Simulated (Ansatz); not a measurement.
**BiTe2PbF: complex band structure**

A new crystal, BiTe2PbF: structure, gap and complex bands. It is built by putting Te for O in the BiPbO2F structure of space group Cm, with the volume rescaled by atomic radii. The parent structure comes from the Materials Project.

Method: LDA DFT, plane waves, PAW files, in the first sound run; inputs show where later runs differ, in Ansatz 0.2.0.

The structure was built from a prototype and need not be the compound's stable phase.

### Step 1. Set-up

Symmetry: Cm, No. 8, monoclinic system. Conventional cell: a = 7.986 Å, b = 4.623 Å, c = 7.509 Å, α = 90.00°, β = 90.98°, γ = 90.00°. Bi has 4 Te at 2.56 to 2.75 Å nearest. Pb has 4 Te at 2.73 to 2.80 Å nearest. Nearest to Te lie 1 Pb at 2.73 Å and 3 Bi at 2.74 to 2.75 Å. Nearest to Te lie 1 Bi at 2.56 Å and 3 Pb at 2.78 to 2.80 Å. Nearest to F lie 3 Bi at 3.03 to 3.04 Å. It derives from BiPbO2F. Te for O in the BiPbO2F structure of space group Cm. Farther neighbours and most contacts between anions are not listed.

### Step 2. Relaxing the new crystal

The substituted atoms don't fit the parent's cell, so cell and atoms relax together. A small smearing keeps the run stable in case the gap closes on the way.

input.yaml

```yaml
crystal:
  lattice:
    - [3.9928095878, -2.3113971101, 0.0]
    - [3.9928095878, 2.3113971101, 0.0]
    - [-0.128158777, 0.0, 7.5083225849]
  atoms:
    - { symbol: Bi, position: [0.701788, 0.701788, 0.291957] }
    - { symbol: Pb, position: [0.378059, 0.378059, 0.744991] }
    - { symbol: Te, position: [0.370593, 0.370593, 0.381471] }
    - { symbol: Te, position: [0.707939, 0.707939, 0.63236] }
    - { symbol: F, position: [0.033344, 0.033344, 0.098521] }
kpoints:
  mp_grid: { grid: [6, 6, 4] }
scf:
  occupations: { method: gaussian, width: 0.03 }
hamiltonian:
  xc: lda
output:
  forces: true
  stress: true
relax:
  f_tol: 0.02
  max_steps: 60
  cell: {}
```

The run is started by

```sh
ansatz run input.yaml --threads 2 --pin off --max-ram 4096MiB --backend cpu --events-out ev --progress --plain --runs-dir out
```

Numbers of over 12 decimals in the logs are rounded to 6 here.

What it wrote:

```text
Engine: ansatz 0.2.0, aarch64-unknown-linux-gnu
Pseudopotentials: kind: paw
Pseudopotential: Bi, paw, valence charge 15, recommended cutoff 420 eV (normal), Bi.paw.azcp
Pseudopotential: Pb, paw, valence charge 14, recommended cutoff 420 eV (normal), Pb.paw.azcp
Pseudopotential: Te, paw, valence charge 16, recommended cutoff 420 eV (normal), Te.paw.azcp
Pseudopotential: F, paw, valence charge 7, recommended cutoff 420 eV (normal), F.paw.azcp
Functional definition: SPW92
  exchange = slater_x
  correlation = pw_c
Crystal: 5 atoms, lattice volume = 138.588 Å³
Basis set: ecut = 420 eV, 2739 PW (Γ)
Bands: 41, of which v1, the nominal top of the filled ones, is band 34 counted from 1 (33 counted from 0)
Symmetry: 2 space group operations
Space group: Cm (ITA 8), of the structure as read, at distance tolerance 5.2e-5 Å
k-points: 47 of 144 (time reversal used)
Non-local potential: Bi, projectors of the file, l = 0: 2, l = 1: 2, l = 2: 2, l = 3: 2
Non-local potential: Pb, projectors of the file, l = 0: 2, l = 1: 2, l = 2: 2, l = 3: 2
Non-local potential: Te, projectors of the file, l = 0: 2, l = 1: 2, l = 2: 2, l = 3: 2
Non-local potential: F, projectors of the file, l = 0: 2, l = 1: 2, l = 2: 1
PAW form: soft (Blöchl's): semilocal exchange-correlation on the pseudo side does not see the compensation charge
PAW frozen core: Bi, regenerated for the run's functional, and the local potential with it (the file was generated under x = pbe(κ = 0.804, μ = 0.219515), c = pbe(β = 0.066725))
PAW frozen core: Pb, regenerated for the run's functional, and the local potential with it (the file was generated under x = pbe(κ = 0.804, μ = 0.219515), c = pbe(β = 0.066725))
PAW frozen core: Te, regenerated for the run's functional, and the local potential with it (the file was generated under x = pbe(κ = 0.804, μ = 0.219515), c = pbe(β = 0.066725))
PAW frozen core: F, regenerated for the run's functional, and the local potential with it (the file was generated under x = pbe(κ = 0.804, μ = 0.219515), c = pbe(β = 0.066725))
PAW one-centre angular grid: Bi, 590 points (default); XC on 64 Gauss nodes
PAW one-centre angular grid: Pb, 590 points (default); XC on 64 Gauss nodes
PAW one-centre angular grid: Te, 590 points (default); XC on 64 Gauss nodes
PAW one-centre angular grid: F, 110 points (default); XC on 64 Gauss nodes
Initial density: superposition of atomic densities (neutral atoms: chi_scale 0, normalization atom), corrected by the library's trained network
Initial wavefunctions: pseudopotential atomic-orbital guess
Functional: x = slater, c = lda
SCF iter   1: F=—  HF=-38132.558734 eV  |F-HF|=—  |Δ(HF+E_count)|=         —  Δρ=1.12e-2  dr2=1.57e-1  ethr=1.77e-3  ⟨swp⟩=9.5  Hψ=9036  notcnv=0  defer=6
preconditioner: auto → Resta (q_TF=auto, 2.423 Å⁻¹)  ε∞=3.0  [insulator: Δε(μ)=0.164 eV  Ē_g=15.517 eV  σ=0.030 eV  W_gap=1.00  n_scr=34 (ndim 8)  ℏωp=21.9 eV  f_vac=0.140  D(μ)=0.00/eV (n_scr^D=0)  ε∞_Penn≈3.0]
SCF iter   2: F=—  HF=-38132.537394 eV  |F-HF|=—  |Δ(HF+E_count)|=   2.13e-2  Δρ=7.53e-3  dr2=5.03e-2  ethr=2.31e-4  ⟨swp⟩=2.6  Hψ=3523  notcnv=0  defer=56
SCF iter   3: F=—  HF=-38132.527151 eV  |F-HF|=—  |Δ(HF+E_count)|=   1.02e-2  Δρ=2.13e-3  dr2=4.85e-3  ethr=7.39e-5  ⟨swp⟩=2.0  Hψ=3034  notcnv=0  defer=56
SCF iter   4: F=—  HF=-38132.525972 eV  |F-HF|=—  |Δ(HF+E_count)|=   1.18e-3  Δρ=4.02e-4  dr2=3.43e-4  ethr=7.13e-6  ⟨swp⟩=2.2  Hψ=3055  notcnv=0  defer=56
SCF iter   5: F=—  HF=-38132.525922 eV  |F-HF|=—  |Δ(HF+E_count)|=   5.07e-5  Δρ=1.19e-4  dr2=2.66e-5  ethr=5.04e-7  ⟨swp⟩=2.0  Hψ=2673  notcnv=0  defer=56
SCF iter   6: F=—  HF=-38132.525930 eV  |F-HF|=—  |Δ(HF+E_count)|=   8.09e-6  Δρ=3.14e-5  dr2=1.90e-6  ethr=3.91e-8  ⟨swp⟩=2.0  Hψ=2407  notcnv=0  defer=56
SCF iter   7: F=—  HF=-38132.525931 eV  |F-HF|=—  |Δ(HF+E_count)|=   8.21e-7  Δρ=8.93e-6  dr2=2.10e-7  ethr=2.79e-9  ⟨swp⟩=2.5  Hψ=2905  notcnv=0  defer=56
SCF iter   8: F=-38132.525931 eV  HF=-38132.525931 eV  |F-HF|=4.74e-9  |Δ(HF+E_count)|=   5.26e-8  Δρ=2.63e-6  dr2=1.44e-8  ethr=1.47e-10  ⟨swp⟩=5.0  Hψ=7365  notcnv=0
SCF 1 converged in 8 iterations: F = -38132.525931 eV  dr2 = 1.44e-8
  greatest PAW one-centre occupation: 1.000 electrons in one spin orbital (limit 2), on the Te atom at site 3 (counted from 0), in its partial waves of l = 2
relax step   1: F+E_penalty+E_count = -38132.52593061 eV  Δ(F+E_penalty+E_count) = +0.000e0 eV  max|allowed force component| = 6.409e0 eV/Å  Δτ_max = 0.0000 Å  P = +20.032 GPa  Ω = 138.588 Å³  (8 SCF iters, dr2 threshold 1.00e-7 eV, accepted)
Crystal: 5 atoms, lattice volume = 148.042 Å³
Basis set: ecut = 420 eV, 2869 PW (Γ)
Initial density: handed on by an earlier stage of this run
Initial wavefunctions: those handed on with the density
iter 1 solved again at ethr=7.31e-4 eV; its pass at ethr=3.10e-3 eV (dr2=4.97e-1 eV) is discarded
SCF iter   1: F=—  HF=-38134.746126 eV  |F-HF|=—  |Δ(HF+E_count)|=         —  Δρ=1.14e-2  dr2=4.94e-1  ethr=7.31e-4  ⟨swp⟩=1.2  Hψ=10687  notcnv=0
preconditioner: auto → LDOS  [metal: Δε(μ)=0.011 eV  Ē_g=11.595 eV  σ=0.030 eV  W_gap=0.21  n_scr=34 (ndim 8)  ℏωp=18.3 eV  f_vac=0.121  D(μ)=3.36/eV (n_scr^D=22)  β→1.0]
SCF iter   2: F=—  HF=-38134.794123 eV  |F-HF|=—  |Δ(HF+E_count)|=   4.80e-2  Δρ=1.95e-2  dr2=7.70e-1  ethr=7.26e-4  ⟨swp⟩=4.0  Hψ=4318  notcnv=0
preconditioner: auto → Resta (q_TF=auto, 2.397 Å⁻¹)  ε∞=3.5  [insulator: Δε(μ)=0.133 eV  Ē_g=11.489 eV  σ=0.030 eV  W_gap=1.00  n_scr=34 (ndim 8)  ℏωp=18.3 eV  f_vac=0.121  D(μ)=0.02/eV (n_scr^D=0)  ε∞_Penn≈3.5  β→0.5]
SCF iter   3: F=—  HF=-38134.646866 eV  |F-HF|=—  |Δ(HF+E_count)|=   1.47e-1  Δρ=3.32e-3  dr2=2.14e-2  ethr=7.26e-4  ⟨swp⟩=3.6  Hψ=3932  notcnv=0  defer=52
SCF iter   4: F=—  HF=-38134.643067 eV  |F-HF|=—  |Δ(HF+E_count)|=   3.80e-3  Δρ=1.54e-3  dr2=2.53e-3  ethr=3.14e-5  ⟨swp⟩=2.1  Hψ=3529  notcnv=0  defer=52
SCF iter   5: F=—  HF=-38134.642929 eV  |F-HF|=—  |Δ(HF+E_count)|=   1.39e-4  Δρ=3.00e-4  dr2=1.51e-4  ethr=3.72e-6  ⟨swp⟩=2.0  Hψ=2721  notcnv=0  defer=52
SCF iter   6: F=—  HF=-38134.642944 eV  |F-HF|=—  |Δ(HF+E_count)|=   1.57e-5  Δρ=7.81e-5  dr2=1.67e-5  ethr=2.22e-7  ⟨swp⟩=2.0  Hψ=2276  notcnv=0  defer=52
SCF iter   7: F=—  HF=-38134.642946 eV  |F-HF|=—  |Δ(HF+E_count)|=   1.67e-6  Δρ=2.74e-5  dr2=1.25e-6  ethr=2.45e-8  ⟨swp⟩=2.0  Hψ=2278  notcnv=0  defer=52
SCF iter   8: F=-38134.642946 eV  HF=-38134.642946 eV  |F-HF|=4.15e-8  |Δ(HF+E_count)|=   4.03e-7  Δρ=7.32e-6  dr2=1.46e-7  ethr=7.35e-10  ⟨swp⟩=5.0  Hψ=7071  notcnv=0
SCF 2 converged in 8 iterations: F = -38134.642946 eV  dr2 = 1.46e-7
[...]
relax step  22: F+E_penalty+E_count = -38136.72724878 eV  Δ(F+E_penalty+E_count) = -8.517e-3 eV  max|allowed force component| = 2.419e-2 eV/Å  Δτ_max = 0.0330 Å  P = -0.079 GPa  Ω = 143.412 Å³  energy of the carried Pulay correction = -4.756e-3 eV  (11 SCF iters, accepted)
relax step  23: F+E_penalty+E_count = -38136.72795604 eV  Δ(F+E_penalty+E_count) = -7.073e-4 eV  max|allowed force component| = 2.654e-2 eV/Å  Δτ_max = 0.0325 Å  P = +0.004 GPa  Ω = 143.189 Å³  energy of the carried Pulay correction = -4.539e-3 eV  (6 SCF iters, dr2 threshold 3.10e-7 eV, accepted)
relax step  24: F+E_penalty+E_count = -38136.72840684 eV  Δ(F+E_penalty+E_count) = -4.508e-4 eV  max|allowed force component| = 6.572e-3 eV/Å  Δτ_max = 0.0190 Å  P = +0.017 GPa  Ω = 143.116 Å³  energy of the carried Pulay correction = -4.468e-3 eV  (7 SCF iters, dr2 threshold 4.40e-8 eV, accepted)
relax step  25: F+E_penalty+E_count = -38136.94260506 eV  Δ(F+E_penalty+E_count) = -2.142e-1 eV  max|allowed force component| = 7.477e-3 eV/Å  Δτ_max = 0.0000 Å  P = +1.742 GPa  Ω = 143.116 Å³  stress off target by 4.51e0 GPa  SCF on the basis re-selected at this cell (its energy is not comparable with the rows above)  (9 SCF iters)
relax step  26: F+E_penalty+E_count = -38137.02972505 eV  Δ(F+E_penalty+E_count) = -8.712e-2 eV  max|allowed force component| = 1.920e-1 eV/Å  Δτ_max = 0.0994 Å  P = -0.020 GPa  Ω = 146.824 Å³  energy of the carried Pulay correction = -4.071e-3 eV  (7 SCF iters, dr2 threshold 5.00e-7 eV, accepted)
relax step  27: F+E_penalty+E_count = -38137.03967487 eV  Δ(F+E_penalty+E_count) = -9.950e-3 eV  max|allowed force component| = 9.913e-2 eV/Å  Δτ_max = 0.0504 Å  P = -0.299 GPa  Ω = 147.495 Å³  energy of the carried Pulay correction = -4.941e-3 eV  (6 SCF iters, dr2 threshold 5.00e-7 eV, accepted)
relax step  28: F+E_penalty+E_count = -38137.04404550 eV  Δ(F+E_penalty+E_count) = -4.371e-3 eV  max|allowed force component| = 2.807e-2 eV/Å  Δτ_max = 0.0303 Å  P = -0.030 GPa  Ω = 147.297 Å³  energy of the carried Pulay correction = -4.675e-3 eV  (6 SCF iters, dr2 threshold 5.00e-7 eV, accepted)
relax step  29: F+E_penalty+E_count = -38137.04449700 eV  Δ(F+E_penalty+E_count) = -4.515e-4 eV  max|allowed force component| = 1.099e-2 eV/Å  Δτ_max = 0.0135 Å  P = +0.010 GPa  Ω = 147.251 Å³  energy of the carried Pulay correction = -4.622e-3 eV  (6 SCF iters, dr2 threshold 4.92e-8 eV, accepted)
relax step  30: F+E_penalty+E_count = -38137.04435395 eV  Δ(F+E_penalty+E_count) = +1.431e-4 eV  max|allowed force component| = 5.481e-3 eV/Å  Δτ_max = 0.0067 Å  P = -0.031 GPa  Ω = 147.429 Å³  energy of the carried Pulay correction = -4.806e-3 eV  (6 SCF iters, dr2 threshold 6.76e-9 eV, accepted)
relax step  31: F+E_penalty+E_count = -38137.04455405 eV  Δ(F+E_penalty+E_count) = -2.001e-4 eV  max|allowed force component| = 4.780e-3 eV/Å  Δτ_max = 0.0023 Å  P = +0.011 GPa  Ω = 147.292 Å³  energy of the carried Pulay correction = -4.643e-3 eV  (6 SCF iters, dr2 threshold 1.32e-8 eV, accepted)
relax step  32: F+E_penalty+E_count = -38137.05253168 eV  Δ(F+E_penalty+E_count) = -7.978e-3 eV  max|allowed force component| = 4.623e-3 eV/Å  Δτ_max = 0.0000 Å  P = +0.047 GPa  Ω = 147.292 Å³  stress off target by 1.55e-1 GPa  SCF on the basis re-selected at this cell (its energy is not comparable with the rows above)  (7 SCF iters)
relax step  33: F+E_penalty+E_count = -38137.05259111 eV  Δ(F+E_penalty+E_count) = -5.944e-5 eV  max|allowed force component| = 4.761e-3 eV/Å  Δτ_max = 0.0058 Å  P = +0.007 GPa  Ω = 147.388 Å³  energy of the carried Pulay correction = -8.750e-5 eV  (5 SCF iters, dr2 threshold 6.04e-8 eV, accepted)
iter 1 solved again at ethr=1.17e-7 eV; its pass at ethr=3.10e-3 eV (dr2=7.98e-5 eV) is discarded
SCF iter   1: F=—  HF=-38137.052654 eV  |F-HF|=—  |Δ(HF+E_count)|=         —  Δρ=3.20e-5  dr2=9.68e-8  ethr=1.17e-7  ⟨swp⟩=4.1  Hψ=14855  notcnv=0
preconditioner: auto → Resta (q_TF=auto, 2.398 Å⁻¹)  ε∞=3.5  [insulator: Δε(μ)=0.405 eV  Ē_g=11.599 eV  σ=0.030 eV  W_gap=1.00  n_scr=32 (ndim 8)  ℏωp=18.4 eV  f_vac=0.069  D(μ)=0.00/eV (n_scr^D=0)  ε∞_Penn≈3.5]
SCF iter   2: F=—  HF=-38137.052655 eV  |F-HF|=—  |Δ(HF+E_count)|=   1.56e-6  Δρ=1.62e-5  dr2=3.17e-8  ethr=1.42e-10  ⟨swp⟩=2.9  Hψ=4585  notcnv=0
SCF iter   3: F=—  HF=-38137.052656 eV  |F-HF|=—  |Δ(HF+E_count)|=   4.53e-7  Δρ=4.07e-6  dr2=1.45e-8  ethr=4.66e-11  ⟨swp⟩=2.0  Hψ=2783  notcnv=0
SCF iter   4: F=—  HF=-38137.052656 eV  |F-HF|=—  |Δ(HF+E_count)|=   1.32e-9  Δρ=1.02e-6  dr2=9.49e-10  ethr=2.13e-11  ⟨swp⟩=2.0  Hψ=3003  notcnv=0
SCF iter   5: F=—  HF=-38137.052656 eV  |F-HF|=—  |Δ(HF+E_count)|=  6.69e-10  Δρ=5.56e-7  dr2=1.84e-10  ethr=1.40e-12  ⟨swp⟩=2.0  Hψ=3284  notcnv=0
SCF iter   6: F=-38137.052656 eV  HF=-38137.052656 eV  |F-HF|=4.37e-11  |Δ(HF+E_count)|=  4.66e-10  Δρ=1.66e-7  dr2=1.91e-11  ethr=1.00e-12  ⟨swp⟩=5.0  Hψ=7004  notcnv=0
SCF 34 converged in 6 iterations: F = -38137.052656 eV  dr2 = 1.91e-11
relax step  34: F+E_penalty+E_count = -38137.05265584 eV  Δ(F+E_penalty+E_count) = -6.472e-5 eV  max|allowed force component| = 4.750e-3 eV/Å  Δτ_max = 0.0000 Å  P = +0.007 GPa  Ω = 147.388 Å³  stress off target by 1.85e-2 GPa  SCF on the basis re-selected at this cell (its energy is not comparable with the rows above)  (6 SCF iters)
basis re-selected at this cell: Δ(F+E_penalty+E_count) = -6.472e-5 eV, ΔP = +0.000 GPa vs the last step (what re-selecting the basis moved, of the pressure what is left beyond the Pulay correction that the steps carried, after the strain that the cell walked since its last selection, with what the two solves' SCF thresholds leave and, on support functions, any second-order correction that the steps lacked; it is no m [...]
SCF converged after 6 iterations
Free energy (F): -38137.052656 eV
Harris-Foulkes:  -38137.052656 eV  (|F-HF|=4.37e-11)
Internal energy: -38137.052656 eV  (E = F + TS)
E sigma→0 (E₀):  -38137.052656 eV
Fermi energy:    8.435261 eV
--- Per-component energies (eV) ---
  E_band       = -751.257031
  E_kinetic    = 1160.111217
  E_local      = -6105.538319  (includes V_loc(G=0)·N_el)
  E_nonlocal   = 386.274404
  E_hartree    = 2926.567854
  E_xc         = -696.639847
  E_vxc        = -590.284298  (∫ρ·V_xc dr)
  E_paw        = -29660.996114  (= ΣΔE_a)
  E_vpaw       = -1454.956843  (= ΣTr[D̂ρ^β])
  E_aug_tail   = 0.001141  (compensation charges beyond the density's cutoff)
  E_ewald      = -6148.220968
  E_core_change = 1.387976  (= ΣΔE_core)
  E_smearing   = -0.000000  (= −TS)
  E_closure    = -0.000000  (closes the sum)
  Σ components = -38137.052656   (vs F -38137.052656, Δ=0.00e0)
--- Forces (eV/Å), atoms counted from 1 ---
  atom   1  Bi    -0.00081867    -0.00000000     0.00474277
  atom   2  Pb     0.00268879     0.00000000    -0.00061153
  atom   3  Te    -0.00096960     0.00000000     0.00133210
  atom   4  Te    -0.00176204    -0.00000000    -0.00185875
  atom   5  F      0.00086375     0.00000000    -0.00364300
  max |Σ_I F_I| component: 3.84e-5 eV/Å
--- Stress (GPa, compression-positive) ---
        0.005261       0.000000      -0.006607
        0.000000       0.018518       0.000000
       -0.006607       0.000000      -0.001574
  P = ⅓ Tr σ = 0.0074 GPa (0.074 kbar)
--- Relaxed structure (31 steps of the walk, 30 accepted, 3 SCFs on fresh bases) ---
  F+E_penalty+E_count = -38137.05265584 eV   max|allowed force component| = 4.750e-3 eV/Å   (the final SCF, on the basis selected at the relaxed cell)
  cell:  # Å, volume = 147.3880 Å³
    - [3.897302, -3.014685, 0.113178]
    - [3.897302, 3.014685, 0.113178]
    - [0.087734, -2.738881254385004e-16, 6.274840]
  atoms:
    - { symbol: Bi, position: [0.780354, 0.780354, 0.219070] }
    - { symbol: Pb, position: [0.289700, 0.289700, 0.809133] }
    - { symbol: Te, position: [0.386122, 0.386122, 0.295070] }
    - { symbol: Te, position: [0.692240, 0.692240, 0.763178] }
    - { symbol: F, position: [0.043307, 0.043307, 0.062848] }
```

Run time: 13 min. Hardware: 2 threads of Arm Neoverse N1, shared host; peak memory 0.52 GiB; 26 min of CPU time.

Step by step (22 of 34):

```
step  energy less that of the first step (eV)  largest force component (eV/Å)  pressure (GPa)  volume (Å³)
   1                                   0.0000                          6.4094           20.03       138.59
   3                                  -2.8321                          1.1182            2.53       148.62
   4                                  -3.2410                          0.7280            0.52       144.46
   6                                  -3.5804                          0.5730            2.68       135.31
   7                                  -3.6737                          0.3195            0.42       139.62
   9                                  -3.8234                          0.3682            0.87       143.73
  10                                  -3.8475                          0.7671            2.40       146.87
  12                                  -3.9743                          0.2273           -0.51       153.25
  14                                  -4.0332                          0.1665            0.03       152.95
  15                                  -4.0494                          0.0876           -0.29       152.92
  17                                  -4.1103                          0.1726            0.05       146.18
  18                                  -4.1526                          0.2721            0.92       141.54
  20                                  -4.1928                          0.0927            0.60       141.37
  21                                  -4.1694                          0.1768            0.13       144.52
  23                                  -4.2020                          0.0265            0.00       143.19
 25*                                  -4.4167                          0.0075            1.74       143.12
  26                                  -4.5038                          0.1920           -0.02       146.82
  28                                  -4.5181                          0.0281           -0.03       147.30
  29                                  -4.5186                          0.0110            0.01       147.25
  31                                  -4.5186                          0.0048            0.01       147.29
 32*                                  -4.5266                          0.0046            0.05       147.29
 34*                                  -4.5267                          0.0047            0.01       147.39
```

Relaxation steps marked * repeat the geometry before them on a plane-wave basis chosen anew for their cell, so energy and pressure can jump there. Other such steps can lie between the rows shown. Relaxation step 21 was tried and not accepted.

The run keeps the 2 symmetry operations that it works with, so distortions that break them were not tested.

```
     cell as run  before  after   change
           a (Å)   4.614  4.928   +6.8 %
           b (Å)   4.614  4.928   +6.8 %
           c (Å)   7.509  6.275  -16.4 %
           α (°)   90.85  88.05   -3.1 %
           β (°)   90.85  88.05   -3.1 %
           γ (°)   60.13  75.42  +25.4 %
volume (Å³/atom)   27.72  29.48   +6.3 %
```

The atoms that moved most (Å, as changes of fractional coordinates times the final cell):

```
atom      dx     dy      dz  length
 Te4  -0.111  0.000   0.817   0.825
 Pb2  -0.683  0.000   0.382   0.783
 Bi1   0.606  0.000  -0.440   0.749
 Te3   0.113  0.000  -0.539   0.550
  F5   0.075  0.000  -0.222   0.234
```

The relaxed structure:

```xyz
5
Lattice="3.8973 -3.0147 0.1132 3.8973 3.0147 0.1132 0.0877 0.0000 6.2748" Properties=species:S:1:pos:R:3 pbc="T T T"
Bi    6.1018    0.0000    1.5513
Pb    2.3291    0.0000    5.1428
Te    3.0356    0.0000    1.9389
Te    5.4627    0.0000    4.9455
F     0.3431    0.0000    0.4042
```

This step gave:

```
free energy  : -38137.0527 eV
Fermi energy : 8.435 eV
pressure     : 0.007402 GPa
```

The largest force component on a free atom ends at 0.0048 eV/Å.

[end of part 1 of 3]

[Logs are printed without paths, hosts, clocks, repeated set-up lines and the standing remarks that a program may print on its own settings, such as how far it seeks lower states.]

[Hosts, paths, dates, database ids (printed as entryN), source tags and the programs' standing remarks are cut or masked in the printed files.]

[New means built here by substitution; the compound itself may be known and measured.]
